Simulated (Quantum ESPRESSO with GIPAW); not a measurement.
# Strain and the 63Cu shielding in CuI (Marshite)

The database entry behind the starting cell differs from later determinations by our own check (about 0.15 % long (mineral sample)), so it need not match the best structure at ambient conditions.

GIPAW runs (PBEsol, plane-wave PAW from pslibrary 1.0.0 recipes, cutoffs 55 and 330 Ry, one 12×12×12 mesh for all shielding runs; Quantum ESPRESSO with GIPAW, a patched development version; no spin-orbit coupling, no macroscopic shape term) on CuI (Marshite), space group F-43m before straining. The cell below is strained equally along all axes, and the atoms keep their fractional coordinates.

```
I Cu
1.0
     0.00000    3.03150    3.03150
     3.03150    0.00000    3.03150
     3.03150    3.03150    0.00000
I Cu
1 1
Direct
  0.00000 0.00000 0.00000
  0.25000 0.25000 0.25000
```

The cell is an entry of the Crystallography Open Database; it need not be the form that is stable at ambient conditions.

The bonds are those of Cu (atom 2; CuI4). One row is withheld.

```tsv
strain (%)	mean bond (Å)	σ_iso I (ppm)	σ_iso Cu (ppm)
-2	2.5728	4415.27	227.05
-1.5	2.5860	4407.04	258.99
-1	2.5991	4399.30	291.09
0	2.6254	4385.00	355.55
+0.5	2.6385	4378.40	387.86
+1	2.6516	4372.22	420.20
+2	2.6779	?	?
```

**Task.** Fit σ_iso of Cu against strain, judge whether a straight line is enough, and predict the withheld row at +2 %.

1. With n = 6: Σx = -3.000, Σy = 1940.74, Σx² = 8.5000, Σxy = -519.545.

2. Slope b = (nΣxy − ΣxΣy)/(nΣx² − (Σx)²) = 64.40 ppm per %, intercept a = (Σy − bΣx)/n = 355.66 ppm.

3. Residuals (run less line), in the order of the table: +0.20, -0.06, -0.16, -0.11, -0.00, +0.14 ppm. They bend in one sense; the largest is 0.1 % of the range of σ, so a line serves for most purposes and a parabola takes up the rest: σ = 355.52 + 64.557 x + 0.153 x², with residuals of 0.04 ppm or less.

4. At +2 % (outside the fitted range) the line gives 484.47 ppm and the parabola 485.24 ppm.

5. The run gives:

```tsv
strain (%)	mean bond (Å)	σ_iso I (ppm)	σ_iso Cu (ppm)
+2	2.6779	4360.76	484.73
```

Prediction less run: the line misses by -0.26 ppm, the parabola by +0.51 ppm. By the parabola, a strain of +1 % changes σ of Cu by +64.71 ppm and one of −1 % by -64.40 ppm; the mean slope is +64.40 ppm per %, or 25 ppm for 0.01 Å of mean bond length. The shift moves the opposite way, scaled by the slope of a reference line. Over the table σ of I goes from 4415.27 to 4360.76 ppm. Zero strain is the database's lattice, not this functional's rest cell, and neither cutoff nor mesh was tested for the slopes. The omitted shape term, common to all sites, changes with strain too. This build of gipaw.x prints that it is not audited and that its numbers are no references by themselves.

[Banner, clock, file and message-heading lines were taken out of the pw.x and gipaw.x logs.]

[Logs are printed without paths, hosts, clocks, repeated set-up lines and the standing remarks that a program may print on its own settings, such as how far it seeks lower states.]

[Hosts, paths, dates, database ids (printed as entryN), source tags and the programs' standing remarks are cut or masked in the printed files.]
